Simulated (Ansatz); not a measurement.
## AlIn (hypothetical, Fm-3m): thermal expansion from first principles: finding the static equilibrium

Ansatz 0.2.0; DFT PBE, scalar-relativistic, plane waves, PAW.

It takes space group Fm-3m (No. 225, cubic). The conventional cell has a = 5.811 Å, b = 5.811 Å, c = 5.811 Å, α = 90.00°, β = 90.00°, γ = 90.00°. Nearest to Al lie 6 In at 2.91 Å. Nearest to In lie 6 Al at 2.91 Å. Farther neighbours are not listed.

Step by step:

```
step  energy less that of the first step (eV)  largest force component (eV/Å)  pressure (GPa)  volume (Å³)
   1                                   0.0000                          0.0000           -0.25        49.05
   2                                  -0.0003                          0.0000            0.03        48.72
  3*                                  -0.0002                          0.0000            0.03        48.72
```

Relaxation steps marked * repeat the geometry before them on a plane-wave basis chosen anew for their cell, so energy and pressure can jump there.

The run keeps the 48 symmetry operations that it works with, so distortions that break them were not tested.

```
conventional cell, symmetrised  before  after  change
                         a (Å)   5.811  5.798  -0.2 %
                         b (Å)   5.811  5.798  -0.2 %
                         c (Å)   5.811  5.798  -0.2 %
              volume (Å³/atom)   24.52  24.36  -0.7 %
```

Final coordinates:

```
Al In
1.0
     0.00000    2.89879    2.89879
     2.89879    0.00000    2.89879
     2.89879    2.89879    0.00000
Al In
1 1
Direct
  0.50000 0.50000 0.50000
  0.00000 0.00000 0.00000
```

Numbers from this step:

- pressure: 0.03091 GPa
- volume per atom: 24.36 Å³

Valence density in the ac plane of the conventional cell at fractional y = 0.000, with atoms of Al and In within 0.2 Å of it. It is the smooth field of the valence electrons, not physical close to the nuclei.

Ten steps, logarithmic in the rise over the least value, from '_' (0 e/Å³) to '@' (11 e/Å³), each cell a mean:
```
@@%%++::......______......--**@@
##++--....................::==**
----..______..........____..::--
::..________........________....
....________..::::::..______....
......____..--++++==::..__......
__........--++%%%%**==::......__
____....::--##@@@@%%++::......__
____......--**@@@@%%++::......__
..........::==**##++--..........
......____..::------..______....
....________....::..________....
::::..______........________..::
++==::..__............____..--++
%%**==::......____........--++%%
@@%%++::......______....::--##@@
```
Columns run along a (5.8 Å), rows up along c (5.8 Å), edges of the conventional cell, whose origin can differ from the input's. Atoms in or near the plane, at fractional coordinates: Al at (0.50, 0.00), Al at (0.00, 0.50), In at (0.00, 0.00), In at (0.50, 0.50).

ELF in the ac plane of the conventional cell at fractional y = 0.000, with atoms of Al and In within 0.2 Å of it. It is the smooth field of the valence electrons, not physical close to the nuclei.

Values, 16 rows by 16 columns, each cell a mean:
```
0.02 0.12 0.26 0.32 0.58 0.71 0.40 0.20 0.25 0.22 0.63 0.67 0.42 0.27 0.19 0.05
0.17 0.24 0.26 0.32 0.49 0.63 0.58 0.40 0.36 0.51 0.65 0.57 0.39 0.27 0.26 0.19
0.27 0.27 0.28 0.30 0.36 0.49 0.63 0.71 0.72 0.68 0.56 0.41 0.31 0.29 0.27 0.27
0.42 0.41 0.36 0.27 0.26 0.36 0.49 0.58 0.59 0.54 0.42 0.29 0.25 0.31 0.39 0.42
0.69 0.62 0.48 0.33 0.27 0.30 0.32 0.32 0.32 0.32 0.31 0.28 0.29 0.41 0.57 0.67
0.62 0.64 0.61 0.48 0.36 0.28 0.26 0.26 0.25 0.26 0.26 0.31 0.42 0.56 0.65 0.63
0.20 0.35 0.64 0.62 0.41 0.27 0.24 0.12 0.09 0.18 0.26 0.32 0.54 0.68 0.51 0.22
0.42 0.20 0.62 0.69 0.42 0.27 0.17 0.02 0.01 0.09 0.25 0.32 0.59 0.72 0.36 0.25
0.25 0.22 0.63 0.67 0.42 0.27 0.19 0.05 0.02 0.12 0.26 0.32 0.58 0.71 0.40 0.20
0.36 0.51 0.65 0.57 0.39 0.27 0.26 0.19 0.17 0.24 0.26 0.32 0.49 0.63 0.58 0.40
0.72 0.68 0.56 0.41 0.31 0.29 0.27 0.27 0.27 0.27 0.28 0.30 0.36 0.49 0.63 0.71
0.59 0.54 0.42 0.29 0.25 0.31 0.39 0.42 0.42 0.41 0.36 0.27 0.26 0.36 0.49 0.58
0.32 0.32 0.31 0.28 0.29 0.41 0.57 0.67 0.69 0.62 0.48 0.33 0.27 0.30 0.32 0.32
0.25 0.26 0.26 0.31 0.42 0.56 0.65 0.63 0.62 0.64 0.61 0.48 0.36 0.28 0.26 0.26
0.09 0.18 0.26 0.32 0.54 0.68 0.51 0.22 0.20 0.35 0.64 0.62 0.41 0.27 0.24 0.12
0.01 0.09 0.25 0.32 0.59 0.72 0.36 0.25 0.42 0.20 0.62 0.69 0.42 0.27 0.17 0.02
```
Columns run along a (5.8 Å), rows up along c (5.8 Å), edges of the conventional cell, whose origin can differ from the input's. Atoms in or near the plane, at fractional coordinates: Al at (0.50, 0.00), Al at (0.00, 0.50), In at (0.00, 0.00), In at (0.50, 0.50).

Electrostatic potential energy in the ac plane of the conventional cell at fractional y = 0.000, with atoms of Al and In within 0.2 Å of it. With pseudopotentials it is smooth inside the atoms' cores, unlike the true potential.

Ten even steps from '_' (-36 eV) to '@' (10 eV), each cell a mean:
```
____==%%@@##++####****%%@@**::__
..--##@@@@%%**++++**##@@@@%%==::
**##%%@@@@@@%%####%%@@@@@@@@%%**
%%@@@@@@@@@@@@@@@@@@@@@@@@@@@@@@
%%@@@@@@@@@@@@%%%%%%@@@@@@@@@@%%
**##%%@@@@%%##====++%%@@@@@@##**
**++##@@@@##--____..++%%@@%%****
%%****%%%%**..______==%%@@##++##
##****%%@@**::______==%%@@##++##
++**##@@@@%%==::..--##@@@@%%**++
##%%@@@@@@@@%%****##%%@@@@@@%%##
@@@@@@@@@@@@@@@@%%@@@@@@@@@@@@@@
%%%%@@@@@@@@@@%%%%@@@@@@@@@@@@%%
==++%%@@@@@@##****##%%@@@@%%##==
__..++%%@@%%******++##@@@@##--__
____==%%@@##++##%%****%%%%**..__
```
Columns run along a (5.8 Å; values clipped at the 3rd and 97th percentile), rows up along c (5.8 Å), edges of the conventional cell, whose origin can differ from the input's. Atoms in or near the plane, at fractional coordinates: Al at (0.50, 0.00), Al at (0.00, 0.50), In at (0.00, 0.00), In at (0.50, 0.50).

**Question.** Which input gives these results?

The system, level and task follow from the heading and the kind of results. Meshes, cutoffs and thresholds can't be read from the results; these are the ones that the run used.

input.yaml reads:

```yaml
crystal:
  lattice:
    - [0.0, 2.9053759614, 2.9053759614]
    - [2.9053759614, 0.0, 2.9053759614]
    - [2.9053759614, 2.9053759614, 0.0]
  atoms:
    - { symbol: Al, position: [0.5, 0.5, 0.5] }
    - { symbol: In, position: [0.0, 0.0, 0.0] }
kpoints:
  mp_grid: { grid: [12, 12, 12] }
hamiltonian:
  xc: pbe
scf:
  occupations: { method: gaussian, width: 0.1 }
output:
  forces: true
  stress: true
  eigenvalues: true
  write_density: true
  write_potential: true
  elf: true
  volumetric_format: npy
relax:
  adjacent_minimum: "off"
  f_tol: 0.005
  max_steps: 80
  cell: { stress_tol: 0.05 }
```

Run with:

```
ansatz run input.yaml --threads 4 --pin off --max-ram 8192MiB --backend cpu --events-out ev --progress --plain --runs-dir out
```

[Logs are printed without paths, hosts, clocks, repeated set-up lines and the standing remarks that a program may print on its own settings, such as how far it seeks lower states.]

[Hosts, paths, dates, database ids (printed as entryN), source tags and the programs' standing remarks are cut or masked in the printed files.]

[A step with changed settings may run another functional than the one named; its input shows which.]

[Pressures of single members of a volume series are the stress at the run's cutoff; with an incomplete basis they can lie off −dE/dV of the same runs, and they are not shown converged.]
